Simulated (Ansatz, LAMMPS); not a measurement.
**Elastic response of glassy 77SiO2-6B2O3-8CaO-8MgO (mol %) (142 atoms)**

Aim: relax glassy 77SiO2-6B2O3-8CaO-8MgO (mol %) (142 atoms), then change its volume and shape to read moduli from the stress.

Method: Kohn-Sham DFT, PBE, PAW (set soft_2), plane waves, in Ansatz 0.2.0.

**1. Starting point**

The cell holds 142 atoms: 37 Si, 6 B, 4 Ca, 4 Mg and 91 O. Its edges and angles: a = 12.397 Å, b = 12.397 Å, c = 12.397 Å, α = 90.0°, β = 90.0°, γ = 90.0°. 142 atoms (37 Si, 6 B, 4 Ca, 4 Mg, 91 O) placed at random at 2.31 g/cm³, melted at 3000 K for 20 ps at fixed volume with the Buckingham and Coulomb pair potential of Guillot and Sator (Geochim. Cosmochim. Acta 71, 1249 (2007)) with the boron terms of Wang et al. (J. Non-Cryst. Solids 498, 294 (2018)). Quenched from 3000 K to 300 K at 100 K/ps and fixed volume, held 10 ps at zero pressure.

What the set-up can't give: The quench rate of 100 K/ps is many orders above laboratory rates, so the cell is likely richer in defects and strain than a real sample. The starting topology of bonds comes from the classical model, and needn't be the one that DFT or experiment would give. Only the Γ point is sampled.

**2. Single point at the start**

The forces at the start show how far the geometry lies from a minimum of this functional.

input.yaml

```yaml
crystal:
  lattice:
    - [12.39702, 0.0, 0.0]
    - [0.0, 12.39702, 0.0]
    - [0.0, 0.0, 12.39702]
  atoms:
    - { symbol: Si, position: [0.27918, 0.28522, 0.4633] }
    - { symbol: Si, position: [0.23313, 0.38955, 0.65539] }
    - { symbol: Si, position: [0.99065, 0.52748, 0.45476] }
    - { symbol: Si, position: [0.61383, 0.3621, 0.15479] }
    - { symbol: Si, position: [0.46415, 0.04097, 0.23885] }
    - { symbol: Si, position: [0.66793, 0.74891, 0.9441] }
    - { symbol: Si, position: [0.89434, 0.88122, 0.9535] }
    - { symbol: Si, position: [0.29865, 0.34248, 0.97421] }
    - { symbol: Si, position: [0.47834, 0.14546, 0.54946] }
    - { symbol: Si, position: [0.04648, 0.16935, 0.48301] }
    - { symbol: Si, position: [0.60752, 0.88961, 0.11842] }
    - { symbol: Si, position: [0.68699, 0.91134, 0.67202] }
    - { symbol: Si, position: [0.18754, 0.21198, 0.80551] }
    - { symbol: Si, position: [0.43187, 0.11906, 0.99817] }
    - { symbol: Si, position: [0.36105, 0.95457, 0.44727] }
    - { symbol: Si, position: [0.50909, 0.76981, 0.75707] }
    - { symbol: Si, position: [0.88828, 0.59218, 0.14542] }
    - { symbol: Si, position: [0.12202, 0.69297, 0.57446] }
    - { symbol: Si, position: [0.7138, 0.40425, 0.78268] }
    - { symbol: Si, position: [0.41384, 0.39369, 0.28807] }
    - { symbol: Si, position: [0.67073, 0.27581, 0.5437] }
    - { symbol: Si, position: [0.4361, 0.55116, 0.91507] }
    - { symbol: Si, position: [0.82491, 0.09414, 0.64877] }
    - { symbol: Si, position: [0.77638, 0.05805, 0.0708] }
    - { symbol: Si, position: [0.77547, 0.64884, 0.48402] }
    - { symbol: Si, position: [0.21442, 0.4675, 0.1739] }
    - { symbol: Si, position: [0.26768, 0.69719, 0.18571] }
    - { symbol: Si, position: [0.87548, 0.55464, 0.88622] }
    - { symbol: Si, position: [0.13892, 0.94124, 0.5779] }
    - { symbol: Si, position: [0.54047, 0.54443, 0.44774] }
    - { symbol: Si, position: [0.86294, 0.06456, 0.40371] }
    - { symbol: Si, position: [0.02687, 0.02443, 0.7846] }
    [... 104 atom lines left out ...]
    - { symbol: O, position: [0.58158, 0.84414, 0.37528] }
    - { symbol: O, position: [0.98277, 0.50902, 0.83248] }
    - { symbol: O, position: [0.10304, 0.11834, 0.83988] }
    - { symbol: O, position: [0.51995, 0.13821, 0.66784] }
    - { symbol: O, position: [0.66262, 0.47434, 0.11382] }
    - { symbol: O, position: [0.16423, 0.22229, 0.45569] }
kpoints:
  mp_grid: { grid: [1, 1, 1] }
hamiltonian:
  xc: pbe
scf:
  occupations: { method: fermi_dirac, width: 0.025 }
output:
  forces: true
```

Command:

```
$ ansatz run input.yaml --threads 4 --pin off --max-ram 8192MiB --backend cpu --events-out ev --progress --plain --runs-dir out
```

Numbers of over 12 decimals in the logs are rounded to 6 here.

What it wrote:

```text
[...]
Pseudopotentials: kind: paw
Pseudopotential: Si, paw, valence charge 4, recommended cutoff 420 eV (normal), Si.paw.azcp
Pseudopotential: B, paw, valence charge 3, recommended cutoff 420 eV (normal), B.paw.azcp
Pseudopotential: Ca, paw, valence charge 10, recommended cutoff 420 eV (normal), Ca.paw.azcp
Pseudopotential: Mg, paw, valence charge 10, recommended cutoff 420 eV (normal), Mg.paw.azcp
Pseudopotential: O, paw, valence charge 6, recommended cutoff 420 eV (normal), O.paw.azcp
[... 5 lines on functional and potentials left out ...]
Crystal: 142 atoms, lattice volume = 1905.250 Å³
Basis set: ecut = 420 eV, 37385 PW (Γ), exchange–correlation on 180×180×180 points (8 copies of the dense FFT grid, shifted against one another)
Bands: 538, of which v1, the nominal top of the filled ones, is band 396 counted from 1 (395 counted from 0)
Symmetry: 1 space group operations
Space group: P1 (ITA 1), of the structure as read, at distance tolerance 1.2e-4 Å
k-points: 1
[... 11 lines on functional and potentials left out ...]
Initial density: superposition of atomic densities (neutral atoms: chi_scale 0, normalization atom), corrected by the library's trained network
Initial wavefunctions: pseudopotential atomic-orbital guess
[...]
SCF iter   1: F=—  HF=-91199.748819 eV  |F-HF|=—  |Δ(HF+E_count)|=         —  Δρ=2.45e-3  dr2=1.30e-1  ethr=1.77e-3  ⟨swp⟩=7.0  Hψ=2748  notcnv=0  defer=109
preconditioner: auto → Resta (q_TF=auto, 2.357 Å⁻¹)  ε∞=3.2  [insulator: Δε(μ)=3.183 eV  Ē_g=15.908 eV  σ=0.025 eV  W_gap=1.00  n_scr=436 (ndim 8)  ℏωp=23.3 eV  f_vac=0.177  D(μ)=0.00/eV (n_scr^D=0)  ε∞_Penn≈3.2  vacuum switching on, ρ_ref=1.8e-2 e/Å³]
SCF iter   2: F=—  HF=-91199.752914 eV  |F-HF|=—  |Δ(HF+E_count)|=   4.09e-3  Δρ=1.28e-3  dr2=2.62e-2  ethr=1.64e-5  ⟨swp⟩=2.0  Hψ=996  notcnv=0  defer=133
SCF iter   3: F=—  HF=-91199.758434 eV  |F-HF|=—  |Δ(HF+E_count)|=   5.52e-3  Δρ=5.47e-4  dr2=6.37e-3  ethr=3.31e-6  ⟨swp⟩=2.0  Hψ=789  notcnv=0  defer=54
automatic band count: iteration 3 solves 459 bands in place of 538: the levels show a gap, and the empty bands left out lie too high to hold charge; the band table lists the bands solved (type scf.n_extra_bands for more)
SCF iter   4: F=—  HF=-91199.758814 eV  |F-HF|=—  |Δ(HF+E_count)|=   3.80e-4  Δρ=1.52e-4  dr2=4.11e-4  ethr=8.04e-7  ⟨swp⟩=2.0  Hψ=694  notcnv=0  defer=54
SCF iter   5: F=—  HF=-91199.758903 eV  |F-HF|=—  |Δ(HF+E_count)|=   8.90e-5  Δρ=8.08e-5  dr2=9.72e-5  ethr=5.20e-8  ⟨swp⟩=2.0  Hψ=800  notcnv=0  defer=54
SCF iter   6: F=—  HF=-91199.763728 eV  |F-HF|=—  |Δ(HF+E_count)|=   4.82e-3  Δρ=2.29e-5  dr2=7.76e-6  ethr=1.23e-8  ⟨swp⟩=3.0  Hψ=752  notcnv=0  defer=54
SCF iter   7: F=—  HF=-91199.763731 eV  |F-HF|=—  |Δ(HF+E_count)|=   2.54e-6  Δρ=7.82e-6  dr2=9.08e-7  ethr=9.80e-10  ⟨swp⟩=2.0  Hψ=797  notcnv=0  defer=54
SCF iter   8: F=—  HF=-91199.763731 eV  |F-HF|=—  |Δ(HF+E_count)|=   5.73e-7  Δρ=3.87e-6  dr2=2.32e-7  ethr=1.15e-10  ⟨swp⟩=2.0  Hψ=769  notcnv=0  defer=54
SCF iter   9: F=-91199.763731 eV  HF=-91199.763731 eV  |F-HF|=5.94e-9  |Δ(HF+E_count)|=  6.26e-10  Δρ=9.97e-7  dr2=1.61e-8  ethr=1.26e-11  ⟨swp⟩=4.0  Hψ=1567  notcnv=0
SCF 1 converged in 9 iterations: F = -91199.763731 eV  dr2 = 1.61e-8
[...]
SCF converged after 9 iterations
Free energy (F): -91199.763731 eV
Harris-Foulkes:  -91199.763731 eV  (|F-HF|=5.94e-9)
Internal energy: -91199.763731 eV  (E = F + TS)
E sigma→0 (E₀):  -91199.763731 eV
Fermi energy:    5.537137 eV
--- Per-component energies (eV) ---
[...]
Σ components = -91199.763731   (vs F -91199.763731, Δ=0.00e0)
--- Forces (eV/Å), atoms counted from 1 ---
  atom   1  Si     0.80789406    -0.31684403     1.01619166
  atom   2  Si     1.25607973    -0.81603354     2.34852036
  atom   3  Si    -3.01463871    -0.58249586     1.58696515
  atom   4  Si    -1.54314794    -2.57481684    -0.90261364
[...]
atom 142  O     -0.60792870     0.25407539    -0.86287033
  max |Σ_I F_I| component: 4.14e-5 eV/Å
```

Elapsed: 26 s, on 4 threads of Intel Xeon Platinum 8488C (Sapphire Rapids), shared host; peak memory 3 GiB; 78 s of CPU time.

The r.m.s. force at the start is 1.00 eV/Å.

**3. Cell and atoms relaxed**

The cell is relaxed with the atoms, since the starting lattice needn't suit this functional.

input.yaml

```yaml
crystal:
  lattice:
    - [12.39702, 0.0, 0.0]
    - [0.0, 12.39702, 0.0]
    - [0.0, 0.0, 12.39702]
  atoms:
    [... the 142 atom lines of step 2 ...]
kpoints:
  mp_grid: { grid: [1, 1, 1] }
hamiltonian:
  xc: pbe
scf:
  occupations: { method: fermi_dirac, width: 0.025 }
output:
  forces: true
relax:
  f_tol: 0.05
  max_steps: 150
  cell: {}
```

What it wrote:

```text
[...]
Crystal: 142 atoms, lattice volume = 1905.250 Å³
Basis set: ecut = 420 eV, 37385 PW (Γ), exchange–correlation on 180×180×180 points (8 copies of the dense FFT grid, shifted against one another)
Bands: 538, of which v1, the nominal top of the filled ones, is band 396 counted from 1 (395 counted from 0)
Symmetry: 1 space group operations
[...]
k-points: 1
[...]
SCF iter   1: F=—  HF=-91199.748819 eV  |F-HF|=—  |Δ(HF+E_count)|=         —  Δρ=2.45e-3  dr2=1.30e-1  ethr=1.77e-3  ⟨swp⟩=7.0  Hψ=2748  notcnv=0  defer=109
[...]
SCF iter   9: F=-91199.763731 eV  HF=-91199.763731 eV  |F-HF|=5.94e-9  |Δ(HF+E_count)|=   1.11e-9  Δρ=1.01e-6  dr2=1.64e-8  ethr=1.26e-11  ⟨swp⟩=4.0  Hψ=1642  notcnv=0
SCF 1 converged in 9 iterations: F = -91199.763731 eV  dr2 = 1.64e-8
[...]
relax step   1: F+E_penalty+E_count = -91199.76373137 eV  Δ(F+E_penalty+E_count) = +0.000e0 eV  max|allowed force component| = 3.015e0 eV/Å  Δτ_max = 0.0000 Å  P = +0.035 GPa  Ω = 1905.250 Å³  (9 SCF iters, dr2 threshold 1.00e-7 eV, accepted)
[... from here on, the SCF cycles and remarks between the steps are left out ...]
relax step   2: F+E_penalty+E_count = -91204.82122383 eV  Δ(F+E_penalty+E_count) = -5.057e0 eV  max|allowed force component| = 1.956e0 eV/Å  Δτ_max = 0.1945 Å  P = +0.017 GPa  Ω = 1907.306 Å³  energy of the carried Pulay correction = -6.905e-3 eV  (7 SCF iters, dr2 threshold 1.42e-5 eV, accepted)
relax step   3: F+E_penalty+E_count = -91208.49359403 eV  Δ(F+E_penalty+E_count) = -3.672e0 eV  max|allowed force component| = 7.277e-1 eV/Å  Δτ_max = 0.1948 Å  P = +0.053 GPa  Ω = 1914.826 Å³  energy of the carried Pulay correction = -3.209e-2 eV  (7 SCF iters, dr2 threshold 1.42e-5 eV, accepted)
relax step   4: F+E_penalty+E_count = -91209.39933264 eV  Δ(F+E_penalty+E_count) = -9.057e-1 eV  max|allowed force component| = 4.959e-1 eV/Å  Δτ_max = 0.1532 Å  P = -0.274 GPa  Ω = 1933.655 Å³  energy of the carried Pulay correction = -9.472e-2 eV  (7 SCF iters, dr2 threshold 1.42e-5 eV, accepted)
relax step   5: F+E_penalty+E_count = -91209.87451638 eV  Δ(F+E_penalty+E_count) = -4.752e-1 eV  max|allowed force component| = 5.231e-1 eV/Å  Δτ_max = 0.2000 Å  P = -0.016 GPa  Ω = 1942.072 Å³  energy of the carried Pulay correction = -1.225e-1 eV  (7 SCF iters, dr2 threshold 1.42e-5 eV, accepted)
relax step   6: F+E_penalty+E_count = -91210.00435241 eV  Δ(F+E_penalty+E_count) = -1.298e-1 eV  max|allowed force component| = 2.533e-1 eV/Å  Δτ_max = 0.0844 Å  P = -0.043 GPa  Ω = 1946.807 Å³  energy of the carried Pulay correction = -1.381e-1 eV  (7 SCF iters, dr2 threshold 1.42e-5 eV, accepted)
relax step   7: F+E_penalty+E_count = -91209.88135201 eV  Δ(F+E_penalty+E_count) = +1.230e-1 eV  max|allowed force component| = 6.765e-1 eV/Å  Δτ_max = 0.2000 Å  P = +0.053 GPa  Ω = 1945.546 Å³  energy of the carried Pulay correction = -1.340e-1 eV  (8 SCF iters, dr2 threshold 4.01e-6 eV, rejected (line search))
relax step   8: F+E_penalty+E_count = -91210.11871408 eV  Δ(F+E_penalty+E_count) = -1.144e-1 eV  max|allowed force component| = 1.836e-1 eV/Å  Δτ_max = 0.0973 Å  P = +0.053 GPa  Ω = 1947.430 Å³  energy of the carried Pulay correction = -1.402e-1 eV  (12 SCF iters, accepted)
relax step   9: F+E_penalty+E_count = -91210.14740064 eV  Δ(F+E_penalty+E_count) = -2.869e-2 eV  max|allowed force component| = 1.106e-1 eV/Å  Δτ_max = 0.1000 Å  P = -0.004 GPa  Ω = 1948.229 Å³  energy of the carried Pulay correction = -1.428e-1 eV  (7 SCF iters, dr2 threshold 2.11e-6 eV, accepted)
relax step  10: F+E_penalty+E_count = -91210.14593259 eV  Δ(F+E_penalty+E_count) = +1.468e-3 eV  max|allowed force component| = 1.507e-1 eV/Å  Δτ_max = 0.0309 Å  P = -0.009 GPa  Ω = 1948.769 Å³  energy of the carried Pulay correction = -1.446e-1 eV  (7 SCF iters, dr2 threshold 7.64e-7 eV, accepted)
relax step  11: F+E_penalty+E_count = -91210.15365991 eV  Δ(F+E_penalty+E_count) = -7.727e-3 eV  max|allowed force component| = 1.168e-1 eV/Å  Δτ_max = 0.0214 Å  P = -0.028 GPa  Ω = 1948.641 Å³  energy of the carried Pulay correction = -1.441e-1 eV  (7 SCF iters, dr2 threshold 1.42e-6 eV, accepted)
relax step  12: F+E_penalty+E_count = -91210.15717925 eV  Δ(F+E_penalty+E_count) = -3.519e-3 eV  max|allowed force component| = 7.424e-2 eV/Å  Δτ_max = 0.0194 Å  P = -0.000 GPa  Ω = 1948.188 Å³  energy of the carried Pulay correction = -1.426e-1 eV  (6 SCF iters, dr2 threshold 8.52e-7 eV, accepted)
relax step  13: F+E_penalty+E_count = -91210.15453048 eV  Δ(F+E_penalty+E_count) = +2.649e-3 eV  max|allowed force component| = 9.101e-2 eV/Å  Δτ_max = 0.0234 Å  P = -0.019 GPa  Ω = 1948.834 Å³  energy of the carried Pulay correction = -1.448e-1 eV  (7 SCF iters, dr2 threshold 3.44e-7 eV, rejected (line search))
relax step  14: F+E_penalty+E_count = -91210.15798565 eV  Δ(F+E_penalty+E_count) = -8.064e-4 eV  max|allowed force component| = 2.266e-2 eV/Å  Δτ_max = 0.0114 Å  P = +0.001 GPa  Ω = 1948.480 Å³  energy of the carried Pulay correction = -1.436e-1 eV  (10 SCF iters, accepted)
[...]
relax step  19: F+E_penalty+E_count = -91210.35989246 eV  Δ(F+E_penalty+E_count) = +6.370e-3 eV  max|allowed force component| = 5.030e-1 eV/Å  Δτ_max = 0.1989 Å  P = -0.202 GPa  Ω = 1962.604 Å³  energy of the carried Pulay correction = -4.817e-2 eV  (8 SCF iters, dr2 threshold 1.62e-6 eV, accepted)
relax step  20: F+E_penalty+E_count = -91210.39205147 eV  Δ(F+E_penalty+E_count) = -3.216e-2 eV  max|allowed force component| = 7.610e-1 eV/Å  Δτ_max = 0.2000 Å  P = +0.036 GPa  Ω = 1959.314 Å³  energy of the carried Pulay correction = -3.696e-2 eV  (7 SCF iters, dr2 threshold 1.42e-5 eV, accepted)
relax step  21: F+E_penalty+E_count = -91210.47514641 eV  Δ(F+E_penalty+E_count) = -8.309e-2 eV  max|allowed force component| = 1.775e-1 eV/Å  Δτ_max = 0.0811 Å  P = +0.013 GPa  Ω = 1958.463 Å³  energy of the carried Pulay correction = -3.403e-2 eV  (6 SCF iters, dr2 threshold 1.42e-5 eV, accepted)
relax step  22: F+E_penalty+E_count = -91210.46867289 eV  Δ(F+E_penalty+E_count) = +6.474e-3 eV  max|allowed force component| = 3.208e-1 eV/Å  Δτ_max = 0.2000 Å  P = -0.088 GPa  Ω = 1961.154 Å³  energy of the carried Pulay correction = -4.360e-2 eV  (8 SCF iters, dr2 threshold 1.97e-6 eV, accepted)
relax step  23: F+E_penalty+E_count = -91210.48665957 eV  Δ(F+E_penalty+E_count) = -1.799e-2 eV  max|allowed force component| = 2.646e-1 eV/Å  Δτ_max = 0.1545 Å  P = +0.117 GPa  Ω = 1958.963 Å³  energy of the carried Pulay correction = -3.598e-2 eV  (7 SCF iters, dr2 threshold 6.43e-6 eV, accepted)
relax step  24: F+E_penalty+E_count = -91210.49811840 eV  Δ(F+E_penalty+E_count) = -1.146e-2 eV  max|allowed force component| = 2.340e-1 eV/Å  Δτ_max = 0.0623 Å  P = +0.171 GPa  Ω = 1957.863 Å³  energy of the carried Pulay correction = -3.230e-2 eV  (7 SCF iters, dr2 threshold 4.38e-6 eV, accepted)
relax step  25: F+E_penalty+E_count = -91210.51555223 eV  Δ(F+E_penalty+E_count) = -1.743e-2 eV  max|allowed force component| = 8.748e-2 eV/Å  Δτ_max = 0.0785 Å  P = -0.022 GPa  Ω = 1959.829 Å³  energy of the carried Pulay correction = -3.897e-2 eV  (7 SCF iters, dr2 threshold 3.42e-6 eV, accepted)
relax step  26: F+E_penalty+E_count = -91210.46283006 eV  Δ(F+E_penalty+E_count) = +5.272e-2 eV  max|allowed force component| = 3.396e-1 eV/Å  Δτ_max = 0.1041 Å  P = -0.060 GPa  Ω = 1964.105 Å³  energy of the carried Pulay correction = -5.370e-2 eV  (8 SCF iters, dr2 threshold 4.78e-7 eV, rejected (line search))
relax step  27: F+E_penalty+E_count = -91210.51959548 eV  Δ(F+E_penalty+E_count) = -4.043e-3 eV  max|allowed force component| = 4.903e-2 eV/Å  Δτ_max = 0.0319 Å  P = +0.001 GPa  Ω = 1960.167 Å³  energy of the carried Pulay correction = -4.017e-2 eV  (12 SCF iters, accepted)
relax step  28: F+E_penalty+E_count = -91210.56761355 eV  Δ(F+E_penalty+E_count) = -4.802e-2 eV  max|allowed force component| = 4.894e-2 eV/Å  Δτ_max = 0.0000 Å  P = +0.043 GPa  Ω = 1960.167 Å³  stress off target by 7.96e-2 GPa  SCF on the basis re-selected at this cell (its energy is not comparable with the rows above)  (6 SCF iters)
relax step  29: F+E_penalty+E_count = -91210.56102251 eV  Δ(F+E_penalty+E_count) = +6.591e-3 eV  max|allowed force component| = 6.132e-2 eV/Å  Δτ_max = 0.0347 Å  P = -0.017 GPa  Ω = 1962.971 Å³  energy of the carried Pulay correction = -9.604e-3 eV  (9 SCF iters, dr2 threshold 1.58e-8 eV, accepted)
relax step  30: F+E_penalty+E_count = -91210.56200657 eV  Δ(F+E_penalty+E_count) = -9.841e-4 eV  max|allowed force component| = 3.109e-2 eV/Å  Δτ_max = 0.0164 Å  P = -0.008 GPa  Ω = 1963.033 Å³  energy of the carried Pulay correction = -9.816e-3 eV  (7 SCF iters, dr2 threshold 2.35e-7 eV, accepted)
relax step  31: F+E_penalty+E_count = -91210.57263931 eV  Δ(F+E_penalty+E_count) = -1.063e-2 eV  max|allowed force component| = 3.104e-2 eV/Å  Δτ_max = 0.0000 Å  P = -0.004 GPa  Ω = 1963.033 Å³  stress off target by 1.10e-2 GPa  SCF on the basis re-selected at this cell (its energy is not comparable with the rows above)  (5 SCF iters)
[...]
SCF converged after 5 iterations
Free energy (F): -91210.572639 eV
[...]
Internal energy: -91210.572639 eV  (E = F + TS)
E sigma→0 (E₀):  -91210.572639 eV
Fermi energy:    5.062799 eV
[...]
--- Forces (eV/Å), atoms counted from 1 ---
  atom   1  Si    -0.00478170     0.00314050    -0.00442688
  atom   2  Si     0.00032364     0.00189434    -0.00309337
  atom   3  Si    -0.00162796     0.00299246     0.00363649
  atom   4  Si     0.00092140     0.00322718    -0.00031708
  atom   5  Si     0.00385647     0.00278348    -0.00462195
  atom   6  Si     0.00379834     0.00673028     0.00992087
  atom   7  Si     0.00836481     0.00668709     0.00482564
  atom   8  Si    -0.01439715    -0.01066697     0.00109874
  atom   9  Si     0.00175148     0.00080168     0.00583661
  atom  10  Si     0.00251734     0.00103604    -0.00191341
  atom  11  Si    -0.00365141     0.00264112    -0.02235214
  atom  12  Si     0.00797303     0.00958472     0.00316978
  atom  13  Si     0.00299402    -0.00074465    -0.00109085
  atom  14  Si    -0.00160838    -0.00200282    -0.00772292
[...]
atom 141  O      0.00153290     0.00211888     0.00581859
  atom 142  O      0.00031159     0.00112814     0.00301557
  max |Σ_I F_I| component: 1.30e-5 eV/Å
--- Stress (GPa, compression-positive) ---
       -0.004398      -0.006134      -0.005240
       -0.006133      -0.001188       0.002298
       -0.005244       0.002297      -0.005171
  P = ⅓ Tr σ = -0.0036 GPa (-0.036 kbar)
--- Relaxed structure (28 steps of the walk, 25 accepted, 3 SCFs on fresh bases) ---
  F+E_penalty+E_count = -91210.57263931 eV   max|allowed force component| = 3.104e-2 eV/Å   (the final SCF, on the basis selected at the relaxed cell)
  cell:  # Å, volume = 1963.0327 Å³
    - [12.193293, 0.015225, 0.275408]
    - [0.015225, 12.677828, 0.071800]
    - [0.275408, 0.071800, 12.705412]
  atoms:
    - { symbol: Si, position: [0.276416, 0.278865, 0.472342] }
    - { symbol: Si, position: [0.229955, 0.397485, 0.666777] }
    - { symbol: Si, position: [0.982492, 0.542518, 0.463064] }
    - { symbol: Si, position: [0.608764, 0.362285, 0.149618] }
[...]
- { symbol: O, position: [0.168231, 0.213015, 0.442155] }
```

Run time: 12 min. Hardware: 4 threads; peak memory 3.3 GiB.

The relaxation converged after 28 steps, with a largest force component of 0.031 eV/Å.

(Part 1 of 4 ends here.)

[Logs are printed without paths, hosts, clocks, repeated set-up lines and the standing remarks that a program may print on its own settings, such as how far it seeks lower states.]

[Hosts, paths, dates, database ids (printed as entryN), source tags and the programs' standing remarks are cut or masked in the printed files.]
